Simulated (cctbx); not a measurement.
# A crystallographic session in cctbx: Ni2Os2Ru

Library: cctbx 2025.11. The data are simulated by the first script.

## 1. Simulate the data

run.py:

```python
from cctbx import adptbx, crystal, miller, sgtbx, xray
from cctbx.array_family import flex
from iotbx.shelx import hklf
from scitbx import matrix
import scitbx.random

cs = crystal.symmetry(unit_cell=(2.653, 2.653, 31.854, 90, 90, 120), space_group_symbol='Hall: -R 3 2"')  # R-3m
atoms = [  # label, site, U (iso, or U11 U22 U33 U12 U13 U23 in A^2), occupancy
    ("Os1", (1/3, 2/3, 0.06903), (0.0040, 0.0040, 0.0022, 0.0020, 0.0000, -0.0000), 1),
    ("Ru1", (0, 0, 0), (0.0051, 0.0051, 0.0049, 0.0025, -0.0000, 0.0000), 1),
    ("Ni1", (2/3, 1/3, 0.13283), (0.0059, 0.0059, 0.0069, 0.0029, -0.0000, 0.0000), 1),
]
xs = xray.structure(crystal_symmetry=cs)
for label, site, u, occ in atoms:
    u = adptbx.u_cif_as_u_star(cs.unit_cell(), u) if isinstance(u, tuple) else u
    xs.add_scatterer(xray.scatterer(label, site=site, u=u, occupancy=occ))
xs.set_inelastic_form_factors(1.54184, "sasaki")
xs.show_summary()
p1 = xs.expand_to_p1()
ms = miller.build_set(p1, anomalous_flag=True, d_min=0.8)
flex.set_random_seed(853623)
scitbx.random.set_random_seed(853623)
ms = ms.select(flex.random_double(ms.size()) < 0.8)
i = ms.structure_factors_from_scatterers(p1, algorithm="direct").f_calc().as_intensity_array().data()
i = i / flex.sqrt(1 + 0.1 * i / flex.max(i))  # extinction
i = i * 5000 / flex.max(i)
sig = flex.sqrt(i + flex.pow2(0.015 * i) + 15 ** 2)
noise = scitbx.random.variate(scitbx.random.normal_distribution())(i.size())
data = ms.array(data=i + sig * noise, sigmas=sig).set_observation_type_xray_intensity()
with open("data.hkl", "w") as f:
    data.export_as_shelx_hklf(f)
print("reflections written:", data.size(), " <I/sigma> = %.1f" % flex.mean(data.data() / data.sigmas()))
for h, a, b in list(data.sort("data"))[:12]:
    print("%4d%4d%4d %9.1f %7.1f" % (h + (a, b)))
```

```console
$ python run.py
```

```text
Number of scatterers: 3
At special positions: 3
Unit cell: (2.653, 2.653, 31.854, 90, 90, 120)
Space group: R -3 m :H (No. 166)
reflections written: 1271  <I/sigma> = 5.0
   1  -1   5    5162.8   104.2
  -1   1  -5    5102.8   104.2
  -1   0   5    5098.2   104.2
   0  -1  -5    4963.3   104.2
   0   1   5    4912.2   104.2
   0   0 -15    4862.6   101.7
   0   0  15    4764.6   101.7
   0  -1  10    4509.0    95.0
   1   0  10    4403.1    95.0
   0   1 -10    4397.8    95.0
  -1   1  10    4370.6    95.0
   1  -1 -10    4355.7    95.0
```

It took 0.21 s on 1 thread of Arm Neoverse V2, on a shared host, peak memory 0.07 GiB.

## 2. Symmetry

run.py:

```python
from cctbx import crystal, sgtbx, statistics
from cctbx.array_family import flex
from iotbx.shelx import hklf

p1 = crystal.symmetry(unit_cell=(2.653, 2.653, 31.854, 90, 90, 120), space_group_symbol="P 1")
raw = hklf.reader(file_name="data.hkl").as_miller_arrays(crystal_symmetry=p1, anomalous=True)[0]
print(raw.size(), "reflections to d = %.3f A" % raw.d_min())
isig = raw.data() / raw.sigmas()
print("centring   violations  <I/sigma> of those")
best = "P"
for c in "ABCIRF":
    a = raw.customized_copy(space_group_info=sgtbx.space_group_info("Hall: %s 1" % c)).sys_absent_flags().data()
    m = flex.mean(isig.select(a))
    print("%5s %10d of %5d %8.1f" % (c, (isig.select(a) > 4).count(True), a.count(True), m))
    if (isig.select(a) > 4).count(True) < 0.01 * a.count(True):
        best = c
raw = raw.select(~raw.customized_copy(space_group_info=sgtbx.space_group_info("Hall: %s 1" % best)).sys_absent_flags().data())
isig = raw.data() / raw.sigmas()
rows = []
for s in sgtbx.space_group_symbol_iterator():
    g = sgtbx.space_group(s)
    if g.conventional_centring_type_symbol() != best or not g.is_compatible_unit_cell(p1.unit_cell(), 1e-3, 0.02):
        continue
    rows.append((s, g))
print("Laue class    unique    Rint  (classes that these axes allow; Friedel mates merged)")
rint = {}
for s, g in rows:
    laue = g.build_derived_patterson_group()
    key = laue.type().hall_symbol()
    if key not in rint:
        m = raw.customized_copy(space_group_info=laue.info(), anomalous_flag=False).merge_equivalents()
        rint[key] = m.r_int()
        print("%-14s %6d %7.3f" % (laue.type().lookup_symbol(), m.array().size(), m.r_int()))
floor = min(rint.values())
good = [(s, g) for s, g in rows if rint[g.build_derived_patterson_group().type().hall_symbol()] < 2 * floor + 0.03]
top = max(g.build_derived_patterson_group().order_z() for s, g in good)
print("space group    extra absences  I>4sigma  <I/sigma>")
for s, g in good:
    laue = g.build_derived_patterson_group()
    if laue.order_z() != top:
        continue
    a = raw.customized_copy(space_group_info=g.info()).sys_absent_flags().data()
    a &= ~raw.customized_copy(space_group_info=laue.info()).sys_absent_flags().data()
    bad = (isig.select(a) > 4).count(True)
    if bad <= 0.03 * a.count(True):
        print("%-16s %8d %10d %9s  %s" % (s.universal_hermann_mauguin(), a.count(True), bad, "%.1f" % flex.mean(isig.select(a)) if a.count(True) else "-", "centric" if g.is_centric() else "acentric"))
laue = max(good, key=lambda t: t[1].build_derived_patterson_group().order_z())[1].build_derived_patterson_group()
f = raw.customized_copy(space_group_info=laue.info(), anomalous_flag=False).merge_equivalents().array().eliminate_sys_absent().f_sq_as_f()
f.set_observation_type_xray_amplitude()
bins = max(3, min(8, f.size() // 12))
f.setup_binner(n_bins=bins)
w = statistics.wilson_plot(f, {e: n / laue.order_z() for e, n in {'Os': 6.0, 'Ru': 3.0, 'Ni': 6.0}.items()}, e_statistics=True)
print("Wilson B = %.2f A^2   <|E^2-1|> = %.3f (0.968 centric, 0.736 acentric)   E^2>4: %.1f %%" % (w.wilson_b, w.mean_e_sq_minus_1, w.percent_e_sq_gt_2))
print("shell (A)         n   <I/sigma>")
m = raw.customized_copy(space_group_info=laue.info(), anomalous_flag=False).merge_equivalents().array().eliminate_sys_absent()
for b in m.setup_binner(n_bins=bins).range_used():
    sel = m.binner().selection(b)
    print("%5.2f - %4.2f %6d %8.1f" % (min(m.binner().bin_d_range(b)[0] if m.binner().bin_d_range(b)[0] > 0 else 99, 99), m.binner().bin_d_range(b)[1], sel.count(True), flex.mean((m.data() / m.sigmas()).select(sel))))
```

```console
$ python run.py
```

```text
1271 reflections to d = 0.804 A
centring   violations  <I/sigma> of those
    A        166 of   629      5.0
    B        170 of   640      5.2
    C        168 of   631      4.9
    I        166 of   626      4.9
    R          0 of   848     -0.0
    F        252 of   950      5.0
Laue class    unique    Rint  (classes that these axes allow; Friedel mates merged)
R -3 :H            98   0.030
R -3 m :H          78   0.031
space group    extra absences  I>4sigma  <I/sigma>
R 3 2 :H                0          0         -  acentric
R 3 m :H                0          0         -  acentric
R -3 m :H               0          0         -  centric
Wilson B = 0.01 A^2   <|E^2-1|> = 0.873 (0.968 centric, 0.736 acentric)   E^2>4: 0.0 %
shell (A)         n   <I/sigma>
10.62 - 1.46     18     33.4
 1.46 - 1.16     12     33.2
 1.16 - 1.02     16     36.4
 1.02 - 0.92      9     22.0
 0.92 - 0.86     10     27.7
 0.86 - 0.81     13     34.6
```

Time: 0.21 s.

## 3. Patterson map

run.py:

```python
from cctbx import crystal, maptbx
from iotbx.shelx import hklf

cs = crystal.symmetry(unit_cell=(2.653, 2.653, 31.854, 90, 90, 120), space_group_symbol='Hall: -R 3 2"')  # R-3m
raw = hklf.reader(file_name="data.hkl").as_miller_arrays(crystal_symmetry=cs, anomalous=True)[0]
merged = raw.eliminate_sys_absent().merge_equivalents()
fo2 = merged.array().set_observation_type_xray_intensity()
f = fo2.average_bijvoet_mates().f_sq_as_f()
pm = f.patterson_map(symmetry_flags=maptbx.use_space_group_symmetry, sharpening=False, resolution_factor=0.25)
peaks = pm.peak_search(parameters=maptbx.peak_search_parameters(min_distance_sym_equiv=0.4, max_clusters=14)).all()
top = peaks.heights()[0]
print("Patterson group", f.patterson_symmetry().space_group_info())
print("      u       v       w   height  length (A)")
for x, h in zip(peaks.sites(), peaks.heights()):
    y = [t - round(t) for t in x]
    print("%7.3f %7.3f %7.3f %8.1f %8.2f" % (x + (1000 * h / top, cs.unit_cell().length(y))))
```

```console
$ python run.py
```

```text
Patterson group R -3 m :H
      u       v       w   height  length (A)
  0.000   0.000   0.000   1000.0     0.00
  0.000   0.000   0.198    692.7     6.31
  0.000   0.000   0.401    678.0    12.77
  0.078   0.539   0.354     34.4    11.37
  0.059   0.530   0.954     26.3     1.99
  0.117   0.234   0.650     24.8    11.17
  0.073   0.537   0.553     23.8    14.30
  0.000   0.000   0.033     20.8     1.05
  0.073   0.537   0.754     19.0     7.94
  0.113   0.227   0.056     18.7     1.87
  0.087   0.544   0.154     18.2     5.07
  0.112   0.224   0.456     16.1    14.53
  0.000   0.000   0.432     15.5    13.77
  0.000   0.000   0.372     12.4    11.85
```

Time: 0.21 s.

## 4. Charge flipping

run.py:

```python
import itertools
from cctbx import crystal, maptbx
from cctbx.array_family import flex
from iotbx.shelx import hklf
from smtbx.ab_initio import charge_flipping as cf

cs = crystal.symmetry(unit_cell=(2.653, 2.653, 31.854, 90, 90, 120), space_group_symbol='Hall: -R 3 2"')  # R-3m
raw = hklf.reader(file_name="data.hkl").as_miller_arrays(crystal_symmetry=cs, anomalous=True)[0]
merged = raw.eliminate_sys_absent().merge_equivalents()
fo2 = merged.array().set_observation_type_xray_intensity()
f = fo2.average_bijvoet_mates().f_sq_as_f().resolution_filter(d_min=0.8)
p1 = f.expand_to_p1()
p1.setup_binner_counting_sorted(reflections_per_bin=max(40, p1.size() // 12))
work = p1.array(data=p1.data() / p1.amplitude_quasi_normalisations().data())
flex.set_random_seed(36983)
it = cf.weak_reflection_improved_iterator(delta=None, weak_reflection_fraction=0.3)
it.start(work, phases=flex.random_double(p1.size()) * 6.2832, f_000=0)
it.delta = 1.2 * it.rho_map.sigma()
print("cycle      R  skewness")
for n, st in enumerate(itertools.islice(it, 100)):
    if n % 8 == 0:
        print("%5d %6.3f %8.2f" % (n, st.r1_factor(), st.rho_map.skewness()))
rho = p1.phase_transfer(it.f_calc).fft_map().apply_volume_scaling()
polish = cf.low_density_elimination_iterator(constant_rho_c=rho.sigma())
polish.start(f_obs=p1, phases=it.f_calc, f_000=0)
for _ in range(8):
    next(polish)
print("origin shift          correlation  skewness")
maps = []
for fc, shift, cc in itertools.islice(cf.f_calc_symmetrisations(f, polish.f_calc, 0), 4):
    m = f.phase_transfer(fc).fft_map(symmetry_flags=maptbx.use_space_group_symmetry, resolution_factor=0.25).apply_sigma_scaling()
    maps.append((m.skewness(), cc, m))
    print("%6.3f %6.3f %6.3f %10.3f %9.2f" % (tuple(shift) + (cc, m.skewness())))
skew, cc, m = max((t for t in maps if t[1] > maps[0][1] - 0.04), key=lambda t: t[0])
print("taken: symmetry correlation %.3f, skewness %.2f" % (cc, skew))
peaks = m.peak_search(parameters=maptbx.peak_search_parameters(min_distance_sym_equiv=0.9, max_clusters=8)).all()
sps = cs.special_position_settings(min_distance_sym_equiv=0.5)
print("peak      x       y       z  mult  height/sigma")
for k, (x, h) in enumerate(zip(peaks.sites(), peaks.heights())):
    ss = sps.site_symmetry(x)
    print("Q%-3d %7.4f %7.4f %7.4f %4d %8.1f" % ((k + 1,) + tuple(t % 1 for t in ss.exact_site()) + (ss.multiplicity(), h)))
```

```console
$ python run.py
```

```text
cycle      R  skewness
    0  0.487     0.20
    8  0.445     2.21
   16  0.454     2.17
   24  0.423     2.27
   32  0.377     2.22
   40  0.372     2.19
   48  0.380     2.23
   56  0.380     2.34
   64  0.399     2.16
   72  0.374     2.30
   80  0.424     2.16
   88  0.404     2.35
   96  0.396     2.10
origin shift          correlation  skewness
 0.245  0.568  0.140      0.981      6.13
 0.247  0.566  0.040      0.981      4.94
 0.246  0.566  0.240      0.979      5.01
 0.245  0.567  0.340      0.980      5.85
taken: symmetry correlation 0.981, skewness 6.13
peak      x       y       z  mult  height/sigma
Q1    0.0000  0.0000  0.2000    6     13.7
Q2    0.0000  0.0000  0.0000    3      9.3
Q3    0.0000  0.0000  0.3943    6      5.1
Q4    0.0000  0.0000  0.2332    6      1.0
Q5    0.0791  0.5395  0.1530   18      0.9
Q6    0.0769  0.5384  0.5545   18      0.9
Q7    0.0968  0.5484  0.1174   18      0.8
Q8    0.9814  0.4907  0.2460   18      0.7
```

Time: 0.25 s.

## 5. Refinement (model from the peaks)

run.py:

```python
import math
from cctbx import adptbx, crystal, maptbx, sgtbx, xray
from cctbx.array_family import flex
from cctbx.xray import observations
from iotbx.shelx import hklf
from scitbx.lstbx import normal_eqns_solving
from smtbx import absolute_structure, utils
from smtbx.refinement import constraints, least_squares

cs = crystal.symmetry(unit_cell=(2.653, 2.653, 31.854, 90, 90, 120), space_group_symbol='Hall: -R 3 2"')  # R-3m
atoms = [  # label, site, U (iso, or U11 U22 U33 U12 U13 U23 in A^2), occupancy
    ("Os1", (0, 0, 0.2), 0.0200, 1),
    ("Ru1", (0, 0, 0), 0.0200, 1),
    ("Ni1", (0, 0, 0.3943), 0.0200, 1),
]
xs = xray.structure(crystal_symmetry=cs)
for label, site, u, occ in atoms:
    u = adptbx.u_cif_as_u_star(cs.unit_cell(), u) if isinstance(u, tuple) else u
    xs.add_scatterer(xray.scatterer(label, site=site, u=u, occupancy=occ))
xs.set_inelastic_form_factors(1.54184, "sasaki")
raw = hklf.reader(file_name="data.hkl").as_miller_arrays(crystal_symmetry=cs, anomalous=True)[0]
merged = raw.eliminate_sys_absent().merge_equivalents()
fo2 = merged.array().set_observation_type_xray_intensity()
print("Rint %.3f, %d unique reflections to %.2f A" % (merged.r_int(), fo2.size(), fo2.d_min()))
for sc in xs.scatterers():
    sc.flags.set_grad_site(True)
    sc.flags.set_grad_u_aniso(sc.flags.use_u_aniso())
    sc.flags.set_grad_u_iso(sc.flags.use_u_iso())
obs = fo2.as_xray_observations()
extra = {}
rep = constraints.reparametrisation(xs, [], utils.connectivity_table(xs), **extra)
ls = least_squares.crystallographic_ls(obs, rep, weighting_scheme=least_squares.mainstream_shelx_weighting(a=0, b=0))
print("cycle     R1     wR2    GooF  max shift (A)")
for cycle in range(6):
    ls.build_up()
    r1, wr2, goof = ls.r1_factor(cutoff_factor=2)[0], ls.wR2(), ls.goof()
    old = xs.sites_cart()
    normal_eqns_solving.levenberg_marquardt_iterations(ls, n_max_iterations=3, tau=0.0001, step_threshold=1e-7)
    big = flex.max((xs.sites_cart() - old).norms())
    print("%4d %7.4f %7.4f %7.3f %9.5f" % (cycle + 1, r1, wr2, goof, big))
    ls.build_up(objective_only=True)
    if abs(ls.wR2() - wr2) < 5e-5 and big < 5e-4:
        break
ls.build_up()
print("final R1 %.4f wR2 %.4f GooF %.3f  parameters %d  data/parameter %.1f" % (ls.r1_factor(cutoff_factor=2)[0], ls.wR2(), ls.goof(), ls.n_parameters, fo2.size() / ls.n_parameters))
cov = ls.covariance_matrix_and_annotations()
su = dict(zip(cov.annotations, (math.sqrt(max(v, 0)) for v in cov.matrix.matrix_packed_u_diagonal())))
a2 = cs.unit_cell().reciprocal_parameters()[0] ** -2
print("atom        x        y        z      Ueq    occ   su(xyz)  su(Uiso or U11)")
for sc in xs.scatterers():
    s = max(su.get(sc.label + k, 0) for k in (".x", ".y", ".z"))
    npd = "" if sc.is_positive_definite_u(cs.unit_cell()) else "  NPD"
    print("%-5s %8.5f %8.5f %8.5f %8.4f %6.3f %8.5f %7.4f%s" % ((sc.label,) + sc.site + (sc.u_iso_or_equiv(cs.unit_cell()), sc.occupancy, s, su.get(sc.label + ".uiso", su.get(sc.label + ".u11", 0) * a2), npd)))
fo = fo2.f_sq_as_f()
fc = fo.structure_factors_from_scatterers(xs, algorithm="direct").f_calc()
diff = fo.f_obs_minus_f_calc(1 / math.sqrt(ls.scale_factor()), fc).average_bijvoet_mates()
m = diff.fft_map(symmetry_flags=maptbx.use_space_group_symmetry, resolution_factor=0.25).apply_volume_scaling()
print("difference map: max %.2f min %.2f rms %.2f" % (m.statistics().max(), m.statistics().min(), m.statistics().sigma()))
peaks = m.peak_search(parameters=maptbx.peak_search_parameters(min_distance_sym_equiv=0.6, max_clusters=5)).all()
near = xs.closest_distances(peaks.sites(), distance_cutoff=4)
sps = cs.special_position_settings(min_distance_sym_equiv=0.5)
for k, (x, h) in enumerate(zip(peaks.sites(), peaks.heights())):
    ss = sps.site_symmetry(x)
    print("Q%-3d %7.4f %7.4f %7.4f %4d %7.2f  %.2f A from %s" % ((k + 1,) + tuple(t % 1 for t in ss.exact_site()) + (ss.multiplicity(), h, near.smallest_distances[k], xs.scatterers()[near.i_seqs[k]].label)))
```

```console
$ python run.py
```

```text
Rint 0.031, 78 unique reflections to 0.81 A
cycle     R1     wR2    GooF  max shift (A)
   1  0.1664  0.3148  14.188   0.02241
   2  0.0781  0.1494   6.735   0.00266
   3  0.0778  0.1485   6.695   0.00036
   4  0.0759  0.1405   6.332   0.00005
final R1 0.0759 wR2 0.1405 GooF 6.332  parameters 5  data/parameter 15.6
atom        x        y        z      Ueq    occ   su(xyz)  su(Uiso or U11)
Os1    0.00000  0.00000  0.19976   0.0042  1.000  0.00011  0.0011
Ru1    0.00000  0.00000  0.00000   0.0015  1.000  0.00000  0.0017
Ni1    0.00000  0.00000  0.39350   0.0001  1.000  0.00035  0.0027
difference map: max 14.33 min -26.72 rms 2.54
Q1    0.0000  0.0000  0.0098    6   14.95  0.31 A from Ru1
Q2    0.0000  0.0000  0.3933    6   14.38  0.01 A from Ni1
Q3    0.0000  0.0000  0.2217    6    4.44  0.70 A from Os1
Q4    0.0000  0.0000  0.0699    6    4.41  1.56 A from Ni1
Q5    0.0000  0.0000  0.5702    6    4.34  1.16 A from Ni1
```

Time: 0.42 s.

Figures of merit this high mean that the model is still wrong or incomplete.

## 6. Refinement (anisotropic displacement)

run.py, as its changes from the last script of this kind:

```diff
@@ -12,3 +12,3 @@
-    ("Os1", (0, 0, 0.2), 0.0200, 1),
-    ("Ru1", (0, 0, 0), 0.0200, 1),
-    ("Ni1", (0, 0, 0.3943), 0.0200, 1),
+    ("Os1", (0, 0, 0.19976), 0.0042, 1),
+    ("Ru1", (0, 0, 0), 0.0030, 1),
+    ("Ni1", (0, 0, 0.3935), 0.0030, 1),
@@ -20,0 +21 @@
+xs.convert_to_anisotropic()
@@ -34 +35 @@
-for cycle in range(6):
+for cycle in range(8):
@@ -38 +39 @@
-    normal_eqns_solving.levenberg_marquardt_iterations(ls, n_max_iterations=3, tau=0.0001, step_threshold=1e-7)
+    normal_eqns_solving.levenberg_marquardt_iterations(ls, n_max_iterations=3, tau=1e-06, step_threshold=1e-7)
@@ -59 +60 @@
-peaks = m.peak_search(parameters=maptbx.peak_search_parameters(min_distance_sym_equiv=0.6, max_clusters=5)).all()
+peaks = m.peak_search(parameters=maptbx.peak_search_parameters(min_distance_sym_equiv=0.6, max_clusters=6)).all()
```

```console
$ python run.py
```

```text
Rint 0.031, 78 unique reflections to 0.81 A
cycle     R1     wR2    GooF  max shift (A)
   1  0.0782  0.1457   6.709   0.00709
   2  0.0589  0.1017   4.682   0.00057
   3  0.0590  0.1017   4.681   0.00006
final R1 0.0590 wR2 0.1017 GooF 4.681  parameters 8  data/parameter 9.8
atom        x        y        z      Ueq    occ   su(xyz)  su(Uiso or U11)
Os1    0.00000  0.00000  0.19980   0.0047  1.000  0.00011  0.0009
Ru1    0.00000  0.00000  0.00000   0.0000  1.000  0.00000  0.0016  NPD
Ni1    0.00000  0.00000  0.39374  -0.0051  1.000  0.00020  0.0028  NPD
difference map: max 9.61 min -16.95 rms 1.64
Q1    0.0000  0.0000  0.0000    3    9.63  0.00 A from Ru1
Q2    0.0000  0.0000  0.3911    6    5.75  0.08 A from Ni1
Q3    0.0000  0.0000  0.2189    6    3.91  0.61 A from Os1
Q4    0.0000  0.0000  0.2482    6    3.49  1.54 A from Os1
Q5    0.0000  0.0000  0.3152    6    3.34  1.64 A from Ru1
Q6    0.0904  0.1809  0.4304   18    3.17  1.24 A from Ni1
```

Run time: 0.39 s on 1 thread of Arm Neoverse V2, on a shared host, peak memory 0.09 GiB.

Figures of merit this high mean that the model is still wrong or incomplete.

[Logs are printed without paths, hosts, clocks, repeated set-up lines and the standing remarks that a program may print on its own settings, such as how far it seeks lower states.]
